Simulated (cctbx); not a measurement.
## Interatomic vectors of SrEu2Ir

Space group Pnma (no. 62), a = 9.1600 Å, b = 9.0590 Å, c = 6.3840 Å, α = 90.00°, β = 90.00°, γ = 90.00°, content Ir4 Eu8 Sr4.

Simulated single-crystal data (cctbx): synchrotron X-rays, λ = 0.6889 Å, to d = 0.84 Å, 80 % of the full sphere, strongest reflection 70000 counts, noise from counting, a 3 % proportional error and a noise floor of 2 counts (s.d.); no absorption.

Patterson synthesis from sharpened amplitudes, origin scaled to 1000:

```text
Patterson group P m m m
      u       v       w   height  length (A)
  0.000   0.000   0.000   1000.0     0.00
  0.500   0.000   0.286    435.6     4.93
  0.299   0.201   0.000    284.1     3.29
  0.447   0.297   0.500    273.7     5.85
  0.149   0.500   0.500    239.3     5.71
  0.000   0.406   0.000    234.6     3.68
  0.253   0.500   0.500    199.0     6.01
  0.406   0.500   0.000    172.3     5.86
  0.158   0.000   0.500    153.6     3.51
  0.201   0.201   0.282    146.2     3.15
  0.292   0.305   0.000    140.1     3.85
  0.052   0.296   0.219    138.3     3.06
  0.144   0.205   0.500    138.3     3.92
  0.153   0.099   0.500    116.3     3.60
```

**Question.** Which atom pairs make the peaks, and where is the heaviest atom?

A peak at u stands for all pairs with xi − xj = u, with weight Σ ZiZj against Σ Z² = 61244 at the origin. Peak heights follow these weights only roughly, since form factors, motion and series ripples differ, all vectors within 0.55 Å of a peak are counted as merged into it though the farther ones add only part of their weight, and F(000) is left out, which lowers the whole map:

| u | v | w | shortest length (Å) | height | 1000 ΣZiZj/ΣZ² | pairs in the cell |
| --- | --- | --- | --- | --- | --- | --- |
| 0.500 | 0.000 | 0.286 | 4.93 | 436 | 500 | 4 × Eu–Eu, 2 × Ir–Ir, 2 × Sr–Sr |
| 0.299 | 0.201 | 0.000 | 3.29 | 284 | 317 | 4 × Ir–Eu |
| 0.447 | 0.297 | 0.500 | 5.85 | 274 | 317 | 4 × Ir–Eu |
| 0.149 | 0.500 | 0.500 | 5.71 | 239 | 259 | 4 × Eu–Eu |
| 0.000 | 0.406 | 0.000 | 3.68 | 235 | 259 | 4 × Eu–Eu |
| 0.253 | 0.500 | 0.500 | 6.01 | 199 | 194 | 2 × Ir–Ir |
| 0.406 | 0.500 | 0.000 | 5.86 | 172 | 191 | 4 × Ir–Sr |
| 0.158 | 0.000 | 0.500 | 3.50 | 154 | 191 | 4 × Ir–Sr |
| 0.201 | 0.201 | 0.282 | 3.15 | 146 | 158 | 2 × Ir–Eu |
| 0.292 | 0.305 | 0.000 | 3.85 | 140 | 156 | 4 × Eu–Sr |

The table stops at ten peaks or at a height of 45, below which ripples compete. In the model behind the data Ir, the heaviest element, has 1 independent site: (0.6236, 3/4, 0.1202), up to an allowed shift of origin; the Ir–Ir vectors are differences of these positions and their symmetry mates. The whole model:

| atom | mult. | x | y | z | Ueq (Å²) |
| --- | --- | --- | --- | --- | --- |
| Ir1 | 4 | 0.6236 | 3/4 | 0.1202 | 0.0098 |
| Eu1 | 8 | 0.1739 | 0.0485 | 0.5996 | 0.0102 |
| Sr1 | 4 | 0.9662 | 3/4 | 0.9039 | 0.0109 |

The model is made up (kin elements in a known structure type, no relaxation), so it says nothing on whether the phase exists.

[Logs are printed without paths, hosts, clocks, repeated set-up lines and the standing remarks that a program may print on its own settings, such as how far it seeks lower states.]
